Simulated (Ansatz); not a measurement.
# Gap against strain: armchair BP nanoribbon (N = 7, H edges)

How it was computed: Ansatz 0.2.0, plane waves with PAW datasets, PBE, Fermi-Dirac smearing of 0.05 eV, no spin-orbit coupling. The period is scaled from its relaxed value of 5.584 Å and the atoms relax, within the symmetry of the start, at each strain ε (in %); gaps, in eV, are read on a band path.

| period (Å) | energy (eV a cell) | place of the conduction minimum (Γ = 0, Z = 1) | ε | gap |
| --- | --- | --- | --- | --- |
| 5.361 | +0.365 | 0.00 | −4 | 1.302 |
| 5.472 | +0.089 | 0.00 | −2 | 1.377 |
| 5.584 | 0.000 | 0.00 | 0 | 1.357 |
| 5.807 | +0.330 | 0.00 | 4 | 1.265 |
| 5.919 | +0.725 | 0.00 | 6 | 1.218 |

One run is withheld: period (Å) = 5.696, with ε = 2. Fit a straight line gap = a + b × ε to the 5 rows shown and predict it.

**Fit.** The means are 0.8 for ε and 1.304 for gap. The sum of products of deviations is −0.8076 and the sum of squares in ε is 68.8, so b = −0.8076 / 68.8 = −0.01174 and a = 1.304 − (−0.01174) × 0.8 = 1.313. The residuals' standard deviation, with 3 degrees of freedom, is σ = 0.05.

**Prediction.** gap = 1.313 + (−0.01174) × 2 = 1.29. The run gave 1.321, so the prediction less the run is −0.032. The standard error of a prediction there, σ√(1 + 1/5 + (2 − 0.8)²/68.8), is 0.055, and the miss is 0.58 times that, for a point between the fitted rows. With so few rows σ is itself uncertain. The slope is only 2.0 times its own standard error, so the line says little more than the mean does.

The gap does not move one way: it turns somewhere between ε = -4 and 0 %, and the true extreme can lie between the rows, beyond the values shown.

Caveats: Kohn-Sham gaps of a wire among periodic images, which in a check on one flat ribbon (7 Å apart) lowered the gap by 0.2 eV and flattened the slope; the slope b × 100 is a mean deformation potential of the gap, in eV per unit strain. Between neighbouring runs it lies between −2.8 and 3.7 eV, so a bend, a kink or scatter between runs makes one line a rough account. The unstrained row comes from a denser mesh than the others, which shifts its energy a little. Series of this kind are told only where this holds: a gap at every strain (compound wires with polar facets were set aside first). 88 of 101 did.
